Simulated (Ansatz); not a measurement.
**Ag (Silver, Fm-3m): thermal expansion from first principles**

How much does Ag (Silver) expand with temperature?

Main program and level: Ansatz 0.2.0; DFT LDA, scalar-relativistic, plane waves, PAW; PAW set soft_1.

### Step 1. The starting structure

Symmetry: Fm-3m, No. 225, cubic system. Conventional cell: a = 4.085 Å, b = 4.085 Å, c = 4.085 Å, α = 90.00°, β = 90.00°, γ = 90.00°. Nearest to Ag lie 12 Ag at 2.89 Å.

Structure file:

```cif
data_structure
_symmetry_space_group_name_H-M 'Fm-3m'
_symmetry_Int_Tables_number 225
_cell_length_a 4.0855
_cell_length_b 4.0855
_cell_length_c 4.0855
_cell_angle_alpha 90.000
_cell_angle_beta 90.000
_cell_angle_gamma 90.000
_cell_volume 68.19
loop_
_atom_site_label
_atom_site_type_symbol
_atom_site_symmetry_multiplicity
_atom_site_Wyckoff_symbol
_atom_site_fract_x
_atom_site_fract_y
_atom_site_fract_z
_atom_site_occupancy
Ag1 Ag 4 a 0.00000 0.00000 0.00000 1
```

### Step 2. A first coarse run

Before spending time, one coarse run tells the gap and the pressure of the starting cell.

File input.yaml:

```yaml
crystal:
  lattice:
    - [0.0, 2.04275, 2.04275]
    - [2.04275, 0.0, 2.04275]
    - [2.04275, 2.04275, 0.0]
  atoms:
    - { symbol: Ag, position: [0.0, 0.0, 0.0] }
kpoints:
  mp_grid: { grid: [8, 8, 8] }
hamiltonian:
  xc: lda
  pseudopotentials: { kind: paw, azcp: { folder: soft_1 }, xc_functional: pbe }
scf:
  occupations: { method: gaussian, width: 0.1 }
  lower_state_search: "off"
output:
  forces: true
  stress: true
  eigenvalues: true
```

The run is started by

```bash
> ansatz run input.yaml --threads 8 --pin off --max-ram 16384MiB --backend cpu --events-out ev --progress --plain --runs-dir out
```

Numbers of over 12 decimals in the logs are rounded to 6 here.

The program printed:

```text
Engine: ansatz 0.2.0, aarch64-unknown-linux-gnu
Pseudopotentials: kind: paw
Pseudopotential: Ag, paw, valence charge 19, recommended cutoff 420 eV (normal), soft_1/Ag.paw.azcp
Functional definition: SPW92
  exchange = slater_x
  correlation = pw_c
Crystal: 1 atoms, lattice volume = 17.048 Å³
Basis set: ecut = 420 eV, 331 PW (Γ)
Bands: 14, of which v1, the nominal top of the filled ones, is band 10 counted from 1 (9 counted from 0)
Symmetry: 48 space group operations
Space group: Fm-3m (ITA 225), of the structure as read, at distance tolerance 2.6e-5 Å
k-points: 29 of 512
Non-local potential: Ag, projectors of the file, l = 0: 3, l = 1: 2, l = 2: 2, l = 3: 1
PAW form: soft (Blöchl's): semilocal exchange-correlation on the pseudo side does not see the compensation charge
PAW frozen core: Ag, regenerated for the run's functional, and the local potential with it (the file was generated under x = pbe(κ = 0.804, μ = 0.219515), c = pbe(β = 0.066725))
PAW one-centre angular grid: Ag, 590 points (default); XC on 64 Gauss nodes
Initial density: superposition of atomic densities (chi_scale 0.1, normalization cell)
Initial wavefunctions: pseudopotential atomic-orbital guess
Functional: x = slater, c = lda
SCF iter   1: F=—  HF=-7458.527837 eV  |F-HF|=—  |Δ(HF+E_count)|=         —  Δρ=8.63e-2  dr2=1.34e0  ethr=3.10e-3  ⟨swp⟩=4.4  Hψ=1982  notcnv=0
preconditioner: auto → none  [insulator: Δε(μ)=0.277 eV  Ē_g=15.480 eV  σ=0.100 eV  W_gap=0.85  n_scr=8 (ndim 8)  ℏωp=29.8 eV  f_vac=0.000  D(μ)=0.62/eV (n_scr^D=0)  ε∞_Penn≈4.7]
SCF iter   2: F=—  HF=-7458.234381 eV  |F-HF|=—  |Δ(HF+E_count)|=   2.93e-1  Δρ=4.66e-2  dr2=2.37e-1  ethr=3.10e-3  ⟨swp⟩=2.4  Hψ=962  notcnv=0  defer=10
SCF iter   3: F=—  HF=-7458.148589 eV  |F-HF|=—  |Δ(HF+E_count)|=   8.58e-2  Δρ=8.31e-3  dr2=6.11e-3  ethr=1.25e-3  ⟨swp⟩=2.3  Hψ=799  notcnv=0  defer=10
SCF iter   4: F=—  HF=-7458.144911 eV  |F-HF|=—  |Δ(HF+E_count)|=   3.68e-3  Δρ=7.74e-4  dr2=9.28e-5  ethr=3.22e-5  ⟨swp⟩=2.0  Hψ=700  notcnv=0  defer=10
SCF iter   5: F=—  HF=-7458.144877 eV  |F-HF|=—  |Δ(HF+E_count)|=   3.42e-5  Δρ=6.14e-5  dr2=2.07e-7  ethr=4.89e-7  ⟨swp⟩=1.8  Hψ=520  notcnv=0  defer=10
SCF iter   6: F=-7458.144877 eV  HF=-7458.144877 eV  |F-HF|=2.48e-8  |Δ(HF+E_count)|=   1.97e-7  Δρ=1.41e-5  dr2=3.03e-8  ethr=5.26e-10  ⟨swp⟩=6.2  Hψ=1714  notcnv=0
SCF 1 converged in 6 iterations: F = -7458.144877 eV  dr2 = 3.03e-8
  greatest PAW one-centre occupation: 1.001 electrons in one spin orbital (limit 2), on the Ag atom at site 0 (counted from 0), in its partial waves of l = 0
SCF converged after 6 iterations
Free energy (F): -7458.144877 eV
Harris-Foulkes:  -7458.144877 eV  (|F-HF|=2.48e-8)
Internal energy: -7458.141842 eV  (E = F + TS)
E sigma→0 (E₀):  -7458.143359 eV
Entropy (-TS):   -0.003035 eV (-3.035 meV/atom)
Fermi energy:    16.625524 eV
--- Per-component energies (eV) ---
  E_band       = -242.328939
  E_kinetic    = 467.481474
  E_local      = -2087.788995  (includes V_loc(G=0)·N_el)
  E_nonlocal   = 38.745395
  E_hartree    = 1020.980453
  E_xc         = -158.027333
  E_vxc        = -201.015049  (∫ρ·V_xc dr)
  E_paw        = -3823.435064  (= ΣΔE_a)
  E_vpaw       = -501.701833  (= ΣTr[D̂ρ^β])
  E_aug_tail   = 0.000357  (compensation charges beyond the density's cutoff)
  E_ewald      = -2916.822938
  E_core_change = 0.724808  (= ΣΔE_core)
  E_smearing   = -0.003035  (= −TS)
  E_closure    = 0.000000  (closes the sum)
  Σ components = -7458.144877   (vs F -7458.144877, Δ=0.00e0)
--- Forces (eV/Å), atoms counted from 1 ---
  atom   1  Ag    -0.00000000     0.00000000    -0.00000000
  max |Σ_I F_I| component: 8.63e-32 eV/Å
--- Stress (GPa, compression-positive) ---
       -6.674761      -0.000000      -0.000000
       -0.000000      -6.674761      -0.000000
       -0.000000      -0.000000      -6.674761
  P = ⅓ Tr σ = -6.6748 GPa (-66.748 kbar)
--- Band table (eV; the first three rows and the last of 29) ---
  k-point 0: bands = [... 6 lower, 12.0867, 12.0867, 13.1455, 13.1455, 32.7395, 36.2132, 36.2132, 36.2132]
  k-point 1: bands = [... 6 lower, 12.2069, 12.2069, 13.1105, 13.1105, 32.2889, 33.8466, 36.3932, 36.3932]
  k-point 2: bands = [... 6 lower, 12.2922, 12.2922, 13.2707, 13.2707, 27.9104, 33.3527, 36.2831, 36.2831]
  k-point 28: bands = [... 6 lower, 11.8041, 13.1490, 14.1638, 22.7353, 22.7353, 23.6622, 25.0497, 39.3077]
```

Run time: 0.28 s. Hardware: 8 threads of Arm Neoverse V1, shared host; peak memory 0.25 GiB.

This step gave:

```
pressure          : -6.675 GPa
volume per atom   : 17.05 Å³/atom
gap on the k-mesh : 0 eV
```

The start is under -6.7 GPa at this level and looks like a metal on this mesh.

### Step 3. Relaxation

Phonons are second derivatives about a minimum, so cell and atoms are relaxed first, inside the symmetry of the start.

input.yaml: that of step 2 with these lines changed.

```diff
@@ -8,3 +8,3 @@
 kpoints:
-  mp_grid: { grid: [8, 8, 8] }
+  mp_grid: { grid: [18, 18, 18] }
 hamiltonian:
@@ -19 +19,6 @@
   eigenvalues: true
+relax:
+  adjacent_minimum: "off"
+  f_tol: 0.005
+  max_steps: 80
+  cell: { stress_tol: 0.05 }
```

The program printed:

```text
[...]
Crystal: 1 atoms, lattice volume = 17.048 Å³
Basis set: ecut = 420 eV, 331 PW (Γ)
Bands: 14, of which v1, the nominal top of the filled ones, is band 10 counted from 1 (9 counted from 0)
Symmetry: 48 space group operations
[...]
k-points: 195 of 5832
[...]
SCF iter   1: F=—  HF=-7458.565318 eV  |F-HF|=—  |Δ(HF+E_count)|=         —  Δρ=8.72e-2  dr2=1.36e0  ethr=3.10e-3  ⟨swp⟩=4.4  Hψ=13440  notcnv=0
[...]
SCF iter   7: F=-7458.177389 eV  HF=-7458.177389 eV  |F-HF|=2.17e-10  |Δ(HF+E_count)|=   2.95e-9  Δρ=1.34e-6  dr2=3.14e-10  ethr=7.64e-11  ⟨swp⟩=2.0  Hψ=8116  notcnv=0
SCF 1 converged in 7 iterations: F = -7458.177389 eV  dr2 = 3.14e-10
[...]
relax step   1: F+E_penalty+E_count = -7458.17738899 eV  Δ(F+E_penalty+E_count) = +0.000e0 eV  max|allowed force component| = 0.000e0 eV/Å  Δτ_max = 0.0000 Å  P = -7.244 GPa  Ω = 17.048 Å³  (7 SCF iters, dr2 threshold 1.00e-7 eV, accepted)
Crystal: 1 atoms, lattice volume = 15.087 Å³
Basis set: ecut = 420 eV, 283 PW (Γ)
[...]
iter 1 solved again at ethr=1.32e-4 eV; its pass at ethr=3.10e-3 eV (dr2=2.50e-2 eV) is discarded
[...]
SCF iter   6: F=-7458.175191 eV  HF=-7458.175191 eV  |F-HF|=1.00e-11  |Δ(HF+E_count)|=   5.72e-9  Δρ=1.27e-6  dr2=4.70e-11  ethr=2.57e-10  ⟨swp⟩=1.1  Hψ=8249  notcnv=0
SCF 2 converged in 6 iterations: F = -7458.175191 eV  dr2 = 4.70e-11
relax step   2: F+E_penalty+E_count = -7458.17519143 eV  Δ(F+E_penalty+E_count) = +2.198e-3 eV  max|allowed force component| = 0.000e0 eV/Å  Δτ_max = 0.0000 Å  P = +9.999 GPa  Ω = 15.087 Å³  energy of the carried Pulay correction = +5.969e-4 eV  (6 SCF iters, dr2 threshold 1.00e-7 eV, rejected (line search))
Crystal: 1 atoms, lattice volume = 16.165 Å³
[...]
SCF iter   7: F=-7458.201850 eV  HF=-7458.201850 eV  |F-HF|=1.82e-12  |Δ(HF+E_count)|=  9.09e-13  Δρ=2.71e-8  dr2=6.19e-14  ethr=1.00e-12  ⟨swp⟩=4.8  Hψ=9509  notcnv=0
SCF 3 converged in 7 iterations: F = -7458.201850 eV  dr2 = 6.19e-14
relax step   3: F+E_penalty+E_count = -7458.20184950 eV  Δ(F+E_penalty+E_count) = -2.446e-2 eV  max|allowed force component| = 0.000e0 eV/Å  Δτ_max = 0.0000 Å  P = -1.164 GPa  Ω = 16.165 Å³  energy of the carried Pulay correction = +2.599e-4 eV  (7 SCF iters, accepted)
[...]
relax step   4: F+E_penalty+E_count = -7458.20239381 eV  Δ(F+E_penalty+E_count) = -5.443e-4 eV  max|allowed force component| = 0.000e0 eV/Å  Δτ_max = 0.0000 Å  P = -0.032 GPa  Ω = 16.031 Å³  energy of the carried Pulay correction = +3.005e-4 eV  (4 SCF iters, dr2 threshold 1.00e-7 eV, accepted)
[...]
SCF iter   5: F=-7458.202043 eV  HF=-7458.202043 eV  |F-HF|=0.00e0  |Δ(HF+E_count)|=  1.61e-10  Δρ=6.87e-8  dr2=8.36e-14  ethr=1.00e-12  ⟨swp⟩=4.8  Hψ=9628  notcnv=0
SCF 5 converged in 5 iterations: F = -7458.202043 eV  dr2 = 8.36e-14
relax step   5: F+E_penalty+E_count = -7458.20204316 eV  Δ(F+E_penalty+E_count) = +3.507e-4 eV  max|allowed force component| = 0.000e0 eV/Å  Δτ_max = 0.0000 Å  P = -0.017 GPa  Ω = 16.031 Å³  stress off target by 1.72e-2 GPa  SCF on the basis re-selected at this cell (its energy is not comparable with the rows above)  (5 SCF iters)
basis re-selected at this cell: Δ(F+E_penalty+E_count) = +3.507e-4 eV, ΔP = +0.015 GPa vs the last step (what re-selecting the basis moved, of the pressure what is left beyond the Pulay correction that the steps carried, after the strain that the cell walked since its last selection, with what the two solves' SCF thresholds leave and, on support functions, any second-order correction that the steps lacked; it is no measure of the basis error at this ecutwfc). This SCF's stress stands 1.72e-2 GPa from its target on what of the cell is left free (relax.cell.stress_tol is 5.00e-2 GPa) and its largest allowed force component is 0.00e0 eV/Å (relax.f_tol is 5.00e-3 eV/Å): [rest of the remark cut]
SCF converged after 5 iterations
Free energy (F): -7458.202043 eV
[...]
Internal energy: -7458.201087 eV  (E = F + TS)
E sigma→0 (E₀):  -7458.201565 eV
Entropy (-TS):   -0.000956 eV (-0.956 meV/atom)
Fermi energy:    18.238843 eV
[...]
--- Stress (GPa, compression-positive) ---
       -0.017175       0.000000       0.000000
       -0.000000      -0.017175       0.000000
        0.000000      -0.000000      -0.017175
  P = ⅓ Tr σ = -0.0172 GPa (-0.172 kbar)
--- Band table (eV; the first three rows and the last of 195) ---
  k-point 0: bands = [... 6 lower, 13.2846, 13.2846, 14.4635, 14.4635, 34.2779, 38.1065, 38.1065, 38.1065]
  k-point 1: bands = [... 6 lower, 13.3150, 13.3150, 14.4512, 14.4512, 34.3252, 37.3161, 38.1716, 38.1716]
  k-point 2: bands = [... 6 lower, 13.3939, 13.3939, 14.4269, 14.4269, 34.2372, 35.8604, 38.3428, 38.3428]
  k-point 194: bands = [... 6 lower, 13.2637, 14.4936, 15.5969, 23.7115, 25.1363, 25.5353, 26.9013, 40.4529]
--- Relaxed structure (4 steps of the walk, 3 accepted, 1 SCFs on fresh bases) ---
  F+E_penalty+E_count = -7458.20204316 eV   max|allowed force component| = 0.000e0 eV/Å   (the final SCF, on the basis selected at the relaxed cell)
  cell:  # Å, volume = 16.0314 Å³
    - [0, 2.001306, 2.001306]
    - [2.001306, 0, 2.001306]
    - [2.001306, 2.001306, 0]
  atoms:
    - { symbol: Ag, position: [0.0, 0.0, 0.0] }
```

The job ended after 2.4 s (8 threads; peak memory 0.34 GiB).

Relaxation path:

```
step  energy less that of the first step (eV)  largest force component (eV/Å)  pressure (GPa)  volume (Å³)
   1                                   0.0000                          0.0000           -7.24        17.05
   2                                   0.0022                          0.0000           10.00        15.09
   3                                  -0.0245                          0.0000           -1.16        16.17
   4                                  -0.0250                          0.0000           -0.03        16.03
  5*                                  -0.0247                          0.0000           -0.02        16.03
```

Relaxation steps marked * repeat the geometry before them on a plane-wave basis chosen anew for their cell, so energy and pressure can jump there. Relaxation step 2 was tried and not accepted.

```
conventional cell, symmetrised  before  after  change
                         a (Å)   4.085  4.003  -2.0 %
                         b (Å)   4.085  4.003  -2.0 %
                         c (Å)   4.085  4.003  -2.0 %
              volume (Å³/atom)   17.05  16.03  -6.0 %
```

Final coordinates:

```xyz
1
Lattice="0.0000 2.0013 2.0013 2.0013 0.0000 2.0013 2.0013 2.0013 0.0000" Properties=species:S:1:pos:R:3 pbc="T T T"
Ag    0.0000    0.0000    0.0000
```

This step gave:

| Quantity | Value |
| --- | --- |
| pressure | -0.01717 GPa |
| volume per atom | 16.03 Å³/atom |

The relaxation ends with a pressure of -0.02 GPa.

### Step 4. Relaxing to small residual forces and stress

The thresholds are tightened for a last relaxation ahead of the phonons, and where mesh or smearing change with them the cell follows.

input.yaml, the sections that differ from step 3:

```yaml
crystal:
  lattice:
    - [0.0, 2.0013064566, 2.0013064566]
    - [2.0013064566, 0.0, 2.0013064566]
    - [2.0013064566, 2.0013064566, 0.0]
  atoms:
    - { symbol: Ag, position: [0.0, 0.0, 0.0] }
kpoints:
  mp_grid: { grid: [20, 20, 20] }
scf:
  occupations: { method: methfessel_paxton, width: 0.2 }
  lower_state_search: "off"
relax:
  adjacent_minimum: "off"
  f_tol: 0.001
  max_steps: 60
  cell: { stress_tol: 0.01 }
# hamiltonian, output: as in step 3
```

The program printed:

```text
[...]
Crystal: 1 atoms, lattice volume = 16.031 Å³
Basis set: ecut = 420 eV, 331 PW (Γ)
Bands: 14, of which v1, the nominal top of the filled ones, is band 10 counted from 1 (9 counted from 0)
Symmetry: 48 space group operations
[...]
k-points: 256 of 8000
[...]
k-point 2: bands = [... 6 lower, 13.3819, 13.3819, 14.4380, 14.4380, 34.3159, 36.1393, 38.3138, 38.3138]
  k-point 255: bands = [... 6 lower, 12.9639, 14.4633, 15.6042, 24.4318, 24.4318, 25.5534, 26.8563, 41.3423]
--- Relaxed structure (3 steps of the walk, 3 accepted, 1 SCFs on fresh bases) ---
[...]
cell:  # Å, volume = 16.0260 Å³
    - [0, 2.001084, 2.001084]
    - [2.001084, 0, 2.001084]
    - [2.001084, 2.001084, 0]
  atoms:
    - { symbol: Ag, position: [0.0, 0.0, 0.0] }
[key lines of the parts left out:]
SCF converged after 5 iterations
Free energy (F): -7458.201421 eV
Fermi energy:    18.267607 eV
P = ⅓ Tr σ = 0.0005 GPa (0.005 kbar)
```

It took 2.2 s on 8 threads; peak memory 0.35 GiB.

Little changed from the start: no atom moved by 0.005 Å and no cell edge by 0.1 %.

Numbers from this step:

* pressure: 4.66e-4 GPa

The residual pressure is 4.7e-4 GPa, small enough for phonons.

[end of part 1 of 3]

[Logs are printed without paths, hosts, clocks, repeated set-up lines and the standing remarks that a program may print on its own settings, such as how far it seeks lower states.]

[Hosts, paths, dates, database ids (printed as entryN), source tags and the programs' standing remarks are cut or masked in the printed files.]

[A step with changed settings may run another functional than the one named; its input shows which.]
